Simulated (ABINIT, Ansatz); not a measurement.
## A GW chain in ABINIT: MgZrF6 (Fm-3m)

It takes space group Fm-3m (No. 225, cubic). Conventional cell: a = 7.976 Å, b = 7.976 Å, c = 7.976 Å, α = 90.00°, β = 90.00°, γ = 90.00°. Mg has 6 F at 1.98 Å nearest. Zr has 6 F at 2.01 Å nearest. F has 1 Mg at 1.98 Å and 1 Zr at 2.01 Å nearest. Farther neighbours, and contacts between anions beyond the nearest, are not listed.

* method: RPA screening on LDA, plane waves, norm-conserving pseudopotentials (and 2 further levels or steps)
* program: ABINIT 10.8.3
* settings: cutoff 38 Ha, PseudoDojo scalar-relativistic 0.4.1 standard, norm-conserving, ngkpt (2, 2, 2), nband 238, ecuteps 6.5 Ha, inclvkb 2, shiftk (0, 0, 0), symchi 1, awtr 1, frequency ppm, 2×2×2 k-mesh
* cost: 5 runs, 6 min in all on 4 MPI ranks of Arm Neoverse V1, shared host
* notes: The program’s warnings: nproc spkpt=  >= nkpt= * nsppol=. The cell and positions are those that the Materials Project relaxed with its own functionals (PBE, PBE+U or r2SCAN), kept fixed. Limits: no spin-orbit coupling. The 2×2×2 mesh is coarse for this cell, which bears on the long-range parts of exchange and screening.
* LDA gap: 6.82 eV, direct
* G0W0 gap on the mesh: 11.59 eV
* GW settings: 2×2×2 mesh, 238 bands, screening to 176.9 eV, Godby-Needs plasmon pole
* known limits: short of the basis limit; no spin-orbit coupling; coarse k mesh

G0W0 moves the gap on the mesh from 6.82 eV to 11.59 eV (+4.77 eV), with Z of 0.81 and 0.86 at the edges. Local fields lower the RPA ε∞ on this mesh from 2.23 to 2.01; a Γ-centred mesh this coarse tends to raise both, most where the direct gap is narrow, while a short band sum lowers them.

[Paths, hosts, dates, memory and timing lines, banners, echoed tables and standing remarks are left out of the program output; an Ansatz launch command may be rebuilt from the run's recorded settings. Measured values are a selection of at most five: reports struck by readers or far from the other reports are left out. None is set beside runs whose start may be inverted or whose files or cutoffs have a known fault.]

[Runs of the session that timed out or met a known fault of the program may be left out.]

[Hosts, paths, dates, database ids (printed as entryN), source tags and the programs' standing remarks are cut or masked in the printed files.]

[G0W0 gaps are taken among the corrected bands and points alone; a level outside them can change the order at an edge.]

[Where Ansatz stands beside ABINIT at settings called matched, ABINIT's density can come from a denser mesh and the files from another edition; pairs whose starting gaps differed by over 0.03 eV were left out, so agreement reads better than it is.]
